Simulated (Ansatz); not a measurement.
# KSrCl3 (model cell, started as cubic perovskite with Sr in the octahedra): following an unstable mode, part 2 of 3

Which phase does KSrCl3 (model cell, started as cubic perovskite with Sr in the octahedra) fall into along its unstable mode, and how much energy does it gain?

Ansatz 0.2.0; DFT PBEsol, scalar-relativistic, plane waves, PAW; PAW set soft_1.

So far, highest frequency on the path or at a solved wavevector (cm⁻¹): step 2 (phonons on a q mesh) 288. Also lowest frequency on the path (cm⁻¹): step 2 -67.2.

The structure was built from a prototype and need not be the compound's stable phase.

### 5. Energy along the mode, all amplitudes (two of the runs are shown above)

An imaginary frequency means negative curvature, so the energy should fall and then rise again as anharmonic terms take over.

Numbers from this step:

| Item | Value |
| --- | --- |
| depth at the lowest point sampled | 30.39 meV/atom |
| largest atomic shift at that point | 0.6 Å |

Energy from the parent against largest atomic shift:

```
largest atomic shift (Å)  energy from the parent (meV/atom)
                   0.000                                  0
                   0.040                             -0.185
                   0.080                             -0.738
                   0.140                              -2.24
                   0.220                              -5.39
                   0.320                              -10.9
                   0.450                              -19.8
                   0.600                              -30.4
```

Displacement at unit largest shift by atom:

```
atom  x (Å)  y (Å)  z (Å)  size
  K1   0.00   0.00   0.00  0.00
  K2   0.00   0.00   0.00  0.00
 Sr3   0.00   0.00   0.00  0.00
 Sr4   0.00   0.00   0.00  0.00
 Cl5  -1.00   0.00   0.00  1.00
 Cl6   1.00   0.00   0.00  1.00
 Cl7   0.00   0.00   0.00  0.00
 Cl8   0.00   0.00   0.00  0.00
 Cl9   0.00   0.00   1.00  1.00
Cl10   0.00   0.00  -1.00  1.00
```

The lowest of the steps tried is the last one, at 0.6 Å, 30.4 meV/atom below the parent; the bottom of the well need not coincide with a step.

### 6. Relaxing from the distorted cell

Starting from the lowest point found, all atoms and the cell are let go, so that strain and other modes of the same symmetry can join in.

Input file input.yaml:

```yaml
crystal:
  lattice:
    - [5.5845481721, 5.5845481721, 0.0]
    - [5.5845481721, 0.0, 5.5845481721]
    - [5.5845481721, 0.0, -5.5845481721]
  atoms:
    - { symbol: K, position: [0.0, 0.0, 0.0] }
    - { symbol: K, position: [0.0, 0.5, 0.5] }
    - { symbol: Sr, position: [0.5, 0.25, 0.75] }
    - { symbol: Sr, position: [0.5, 0.75, 0.25] }
    - { symbol: Cl, position: [0.5, -0.0537196548, -0.0537196548] }
    - { symbol: Cl, position: [0.5, 0.5537196548, 0.5537196548] }
    - { symbol: Cl, position: [0.0, 0.5, 0.0] }
    - { symbol: Cl, position: [0.0, 0.0, 0.5] }
    - { symbol: Cl, position: [0.5, 0.0537196548, 0.4462803452] }
    - { symbol: Cl, position: [0.5, 0.4462803452, 0.0537196548] }
kpoints:
  mp_grid: { grid: [4, 4, 4] }
hamiltonian:
  xc: pbesol
  pseudopotentials: { kind: paw, azcp: { folder: soft_1 }, xc_functional: pbe }
scf:
  occupations: { method: fixed }
output:
  forces: true
  stress: true
  eigenvalues: true
relax:
  adjacent_minimum: "off"
  f_tol: 0.002
  max_steps: 120
  cell: { stress_tol: 0.03 }
```

On the command line:

```sh
$ ansatz run input.yaml --threads 4 --pin off --max-ram 16384MiB --backend cpu --events-out ev --progress --plain --runs-dir out
```

Numbers of over 12 decimals in the logs are rounded to 6 here.

Log:

```text
[...]
Crystal: 10 atoms, lattice volume = 348.333 Å³
Basis set: ecut = 420 eV, 6855 PW (Γ), exchange–correlation on 108×108×108 points (8 copies of the dense FFT grid, shifted against one another)
Bands: 50, of which v1, the nominal top of the filled ones, is band 40 counted from 1 (39 counted from 0)
Symmetry: 16 space group operations
[...]
k-points: 13 of 64
[...]
SCF iter   1: F=—  HF=-16407.804916 eV  |F-HF|=—  |Δ(HF+E_count)|=         —  Δρ=4.10e-2  dr2=1.06e1  ethr=3.10e-3  ⟨swp⟩=9.2  Hψ=3594  notcnv=0  defer=96
[...]
SCF iter   9: F=-16403.471367 eV  HF=-16403.471367 eV  |F-HF|=1.29e-8  |Δ(HF+E_count)|=   3.85e-7  Δρ=1.64e-6  dr2=1.13e-8  ethr=1.25e-10  ⟨swp⟩=22.2  Hψ=5085  notcnv=0
SCF 1 converged in 9 iterations: F = -16403.471367 eV  dr2 = 1.13e-8
[...]
relax step   1: F+E_penalty+E_count = -16403.47136744 eV  Δ(F+E_penalty+E_count) = +0.000e0 eV  max|allowed force component| = 1.652e-1 eV/Å  Δτ_max = 0.0000 Å  P = -0.744 GPa  Ω = 348.333 Å³  (9 SCF iters, dr2 threshold 1.00e-7 eV, accepted)
Crystal: 10 atoms, lattice volume = 340.216 Å³
Basis set: ecut = 420 eV, 6647 PW (Γ), exchange–correlation on 108×108×108 points (8 copies of the dense FFT grid, shifted against one another)
[...]
iter 1 solved again at ethr=2.03e-5 eV; its pass at ethr=3.10e-3 eV (dr2=1.63e-2 eV) is discarded
[...]
SCF iter   5: F=-16403.575271 eV  HF=-16403.575270 eV  |F-HF|=8.63e-7  |Δ(HF+E_count)|=   8.83e-6  Δρ=1.32e-5  dr2=5.81e-7  ethr=1.25e-9  ⟨swp⟩=19.5  Hψ=4894  notcnv=0
SCF 2 converged in 5 iterations: F = -16403.575271 eV  dr2 = 5.81e-7
relax step   2: F+E_penalty+E_count = -16403.57527113 eV  Δ(F+E_penalty+E_count) = -1.039e-1 eV  max|allowed force component| = 1.703e-1 eV/Å  Δτ_max = 0.0950 Å  P = -0.506 GPa  Ω = 340.216 Å³  energy of the carried Pulay correction = +1.547e-4 eV  (5 SCF iters, dr2 threshold 1.00e-6 eV, accepted)
Crystal: 10 atoms, lattice volume = 327.620 Å³
Basis set: ecut = 420 eV, 6375 PW (Γ), exchange–correlation on 108×108×108 points (8 copies of the dense FFT grid, shifted against one another)
[...]
SCF iter   6: F=-16403.710888 eV  HF=-16403.710888 eV  |F-HF|=2.94e-7  |Δ(HF+E_count)|=   4.55e-6  Δρ=4.42e-6  dr2=1.04e-7  ethr=1.25e-9  ⟨swp⟩=17.9  Hψ=4555  notcnv=0
SCF 3 converged in 6 iterations: F = -16403.710888 eV  dr2 = 1.04e-7
relax step   3: F+E_penalty+E_count = -16403.71088794 eV  Δ(F+E_penalty+E_count) = -1.356e-1 eV  max|allowed force component| = 7.192e-2 eV/Å  Δτ_max = 0.1950 Å  P = -0.200 GPa  Ω = 327.620 Å³  energy of the carried Pulay correction = +4.021e-4 eV  (6 SCF iters, dr2 threshold 1.00e-6 eV, accepted)
[...]
relax step   4: F+E_penalty+E_count = -16403.70705479 eV  Δ(F+E_penalty+E_count) = +3.833e-3 eV  max|allowed force component| = 1.492e-1 eV/Å  Δτ_max = 0.1471 Å  P = +0.073 GPa  Ω = 318.713 Å³  energy of the carried Pulay correction = +5.827e-4 eV  (6 SCF iters, dr2 threshold 3.23e-7 eV, rejected (line search))
[...]
relax step   5: F+E_penalty+E_count = -16403.72670288 eV  Δ(F+E_penalty+E_count) = -1.581e-2 eV  max|allowed force component| = 1.786e-2 eV/Å  Δτ_max = 0.0571 Å  P = -0.026 GPa  Ω = 322.909 Å³  energy of the carried Pulay correction = +4.970e-4 eV  (9 SCF iters, accepted)
[...]
relax step   6: F+E_penalty+E_count = -16403.72741581 eV  Δ(F+E_penalty+E_count) = -7.129e-4 eV  max|allowed force component| = 1.837e-3 eV/Å  Δτ_max = 0.0129 Å  P = -0.009 GPa  Ω = 322.153 Å³  energy of the carried Pulay correction = +5.124e-4 eV  (5 SCF iters, dr2 threshold 1.99e-8 eV, accepted)
[...]
SCF iter   5: F=-16403.727027 eV  HF=-16403.727027 eV  |F-HF|=7.28e-12  |Δ(HF+E_count)|=  1.67e-10  Δρ=5.52e-8  dr2=9.02e-12  ethr=1.00e-12  ⟨swp⟩=21.8  Hψ=5370  notcnv=0
SCF 7 converged in 5 iterations: F = -16403.727027 eV  dr2 = 9.02e-12
relax step   7: F+E_penalty+E_count = -16403.72702684 eV  Δ(F+E_penalty+E_count) = +3.890e-4 eV  max|allowed force component| = 1.867e-3 eV/Å  Δτ_max = 0.0000 Å  P = -0.010 GPa  Ω = 322.153 Å³  stress off target by 1.25e-2 GPa  SCF on the basis re-selected at this cell (its energy is not comparable with the rows above)  (5 SCF iters)
basis re-selected at this cell: Δ(F+E_penalty+E_count) = +3.890e-4 eV, ΔP = -0.001 GPa vs the last step (what re-selecting the basis moved, of the pressure what is left beyond the Pulay correction that the steps carried, after the strain that the cell walked since its last selection, with what the two solves' SCF thresholds leave and, on support functions, any second-order correction that the steps lacked; it is no m [...]
SCF converged after 5 iterations
Free energy (F): -16403.727027 eV
[...]
Internal energy: -16403.727027 eV  (E = F + TS)
E sigma→0 (E₀):  -16403.727027 eV
Fermi energy:    1.331970 eV
[...]
--- Forces (eV/Å), atoms counted from 1 ---
  atom   1  K      0.00000000     0.00000000     0.00000000
  atom   2  K      0.00000000     0.00000000     0.00000000
  atom   3  Sr    -0.00000000    -0.00000000     0.00000000
  atom   4  Sr    -0.00000000     0.00000000    -0.00000000
  atom   5  Cl    -0.00186695    -0.00000000     0.00000000
  atom   6  Cl     0.00186695     0.00000000     0.00000000
  atom   7  Cl     0.00000000     0.00000000     0.00000000
  atom   8  Cl     0.00000000     0.00000000     0.00000000
  atom   9  Cl     0.00000000     0.00000000     0.00186695
  atom  10  Cl     0.00000000    -0.00000000    -0.00186695
  max |Σ_I F_I| component: 1.73e-18 eV/Å
--- Stress (GPa, compression-positive) ---
       -0.008176       0.000000       0.000000
        0.000000      -0.012495       0.000000
        0.000000       0.000000      -0.008176
  P = ⅓ Tr σ = -0.0096 GPa (-0.096 kbar)
--- Band table (eV; the first three rows and the last of 13) ---
  k-point 0: bands = [... 36 lower, 1.1114, 1.1114, 1.3264, 1.3264, 6.0640, 7.3349, 7.3349, 8.0166, ... 6 higher]
  k-point 1: bands = [... 36 lower, 1.0291, 1.0547, 1.1868, 1.2892, 6.5407, 7.4829, 7.5884, 8.0859, ... 6 higher]
  k-point 2: bands = [... 36 lower, 0.9104, 0.9104, 1.2250, 1.2250, 7.5169, 7.5169, 7.9713, 7.9713, ... 6 higher]
  k-point 12: bands = [... 36 lower, 0.6833, 0.6833, 1.3320, 1.3320, 7.5870, 7.7636, 7.7636, 7.8293, ... 6 higher]
--- Relaxed structure (6 steps of the walk, 5 accepted, 1 SCFs on fresh bases) ---
  F+E_penalty+E_count = -16403.72702684 eV   max|allowed force component| = 1.867e-3 eV/Å   (the final SCF, on the basis selected at the relaxed cell)
  cell:  # Å, volume = 322.1526 Å³
    - [5.363811, 5.598668, 0]
    - [5.363811, 0, 5.363811]
    - [5.363811, 0, -5.363811]
  atoms:
    - { symbol: K, position: [0, -2.485033234585905e-19, -3.727549851878857e-19] }
    - { symbol: K, position: [0, 0.5, 0.5] }
    - { symbol: Sr, position: [0.5, 0.250000, 0.750000] }
    - { symbol: Sr, position: [0.5, 0.750000, 0.250000] }
    - { symbol: Cl, position: [0.5, -0.085953, -0.085953] }
    - { symbol: Cl, position: [0.5, 0.585953, 0.585953] }
    - { symbol: Cl, position: [0, 0.5, 0.0] }
    - { symbol: Cl, position: [0, 0.0, 0.5] }
    - { symbol: Cl, position: [0.5, 0.085953, 0.414047] }
    - { symbol: Cl, position: [0.5, 0.414047, 0.085953] }
```

Run time: 31 s. Hardware: 4 threads of Arm Neoverse V1, shared host; peak memory 0.82 GiB; 2 min of CPU time.

Relaxation path:

```
step  energy less that of the first step (eV)  largest force component (eV/Å)  pressure (GPa)  volume (Å³)
   1                                   0.0000                          0.1652           -0.74       348.33
   2                                  -0.1039                          0.1703           -0.51       340.22
   3                                  -0.2395                          0.0719           -0.20       327.62
   4                                  -0.2357                          0.1492            0.07       318.71
   5                                  -0.2553                          0.0179           -0.03       322.91
   6                                  -0.2560                          0.0018           -0.01       322.15
  7*                                  -0.2557                          0.0019           -0.01       322.15
```

Relaxation steps marked * repeat the geometry before them on a plane-wave basis chosen anew for their cell, so energy and pressure can jump there. Relaxation step 4 was tried and not accepted.

Forces are held to the 16 operations that the run works with; a distortion that breaks them can't arise in this run.

```
conventional cell, symmetrised  before   after  change
                         a (Å)   7.898   7.586  -4.0 %
                         b (Å)   7.898   7.586  -4.0 %
                         c (Å)  11.169  11.197  +0.3 %
              volume (Å³/atom)   34.83   32.22  -7.5 %
```

The atoms that moved most (Å, as changes of fractional coordinates times the final cell):

```
atom      dx     dy      dz  length
 Cl9   0.000  0.000   0.346   0.346
 Cl5  -0.346  0.000   0.000   0.346
Cl10   0.000  0.000  -0.346   0.346
 Cl6   0.346  0.000   0.000   0.346
```

This step gave:

| Item | Value |
| --- | --- |
| pressure | -0.009616 GPa |
| gap on the k-mesh | 4.732 eV |
| volume per atom | 32.22 Å³ |

The distorted start has space group I4/mcm; the relaxation ends in I4/mcm.

### 7. The new phase in its own primitive cell

The relaxed structure is symmetrised, reduced to its primitive cell and relaxed tightly, as its phonons need.

input.yaml, the sections that differ from step 6:

```yaml
crystal:
  lattice:
    - [-3.7927872496, 3.7927872496, 5.5986680444]
    - [3.7927872496, -3.7927872496, 5.5986680444]
    - [3.7927872496, 3.7927872496, -5.5986680444]
  atoms:
    - { symbol: K, position: [0.75, 0.25, 0.5] }
    - { symbol: K, position: [0.25, 0.75, 0.5] }
    - { symbol: Sr, position: [0.0, 0.0, 0.0] }
    - { symbol: Sr, position: [0.5, 0.5, 0.0] }
    - { symbol: Cl, position: [0.8359527967, 0.3359527967, 0.1719055935] }
    - { symbol: Cl, position: [0.1640472033, 0.6640472033, 0.8280944065] }
    - { symbol: Cl, position: [0.75, 0.75, 0.0] }
    - { symbol: Cl, position: [0.25, 0.25, 0.0] }
    - { symbol: Cl, position: [0.3359527967, 0.1640472033, 0.5] }
    - { symbol: Cl, position: [0.6640472033, 0.8359527967, 0.5] }
relax:
  adjacent_minimum: "off"
  f_tol: 0.001
  max_steps: 60
  cell: { stress_tol: 0.01 }
# kpoints, hamiltonian, scf, output: as in step 6
```

Log:

```text
[...]
Crystal: 10 atoms, lattice volume = 322.153 Å³
Basis set: ecut = 420 eV, 6275 PW (Γ), exchange–correlation on 108×108×108 points (8 copies of the dense FFT grid, shifted against one another)
Bands: 50, of which v1, the nominal top of the filled ones, is band 40 counted from 1 (39 counted from 0)
Symmetry: 16 space group operations
[...]
k-points: 13 of 64
[...]
- { symbol: K, position: [0.25, 0.75, 0.5] }
    - { symbol: Sr, position: [0, 0, 0] }
    - { symbol: Sr, position: [0.5, 0.5, 0] }
    - { symbol: Cl, position: [0.836018, 0.336018, 0.172037] }
    - { symbol: Cl, position: [0.163982, 0.663982, 0.827963] }
    - { symbol: Cl, position: [0.75, 0.75, 0] }
    - { symbol: Cl, position: [0.25, 0.25, 0] }
    - { symbol: Cl, position: [0.336018, 0.163982, 0.500000] }
    - { symbol: Cl, position: [0.663982, 0.836018, 0.500000] }
[key lines of the parts left out:]
SCF converged after 6 iterations
Free energy (F): -16403.727032 eV
Fermi energy:    1.335078 eV
P = ⅓ Tr σ = -0.0045 GPa (-0.045 kbar)
```

Elapsed: 13 s, on 4 threads; peak memory 0.78 GiB; 51 s of CPU time.

Little changed from the start: no atom moved by 0.005 Å and no cell edge by 0.1 %.

This step gave:

```
pressure           : -0.004512 GPa
volume per atom    : 32.21 Å³
direct gap on mesh : 4.737 eV
```

The largest force component left is 0.65 meV/Å and the pressure is -0.005 GPa, within the tolerances set. The cell now holds 32.21 Å³/atom.

(Continued in part 3 of 3.)

[Logs are printed without paths, hosts, clocks, repeated set-up lines and the standing remarks that a program may print on its own settings, such as how far it seeks lower states.]

[Hosts, paths, dates, database ids (printed as entryN), source tags and the programs' standing remarks are cut or masked in the printed files.]
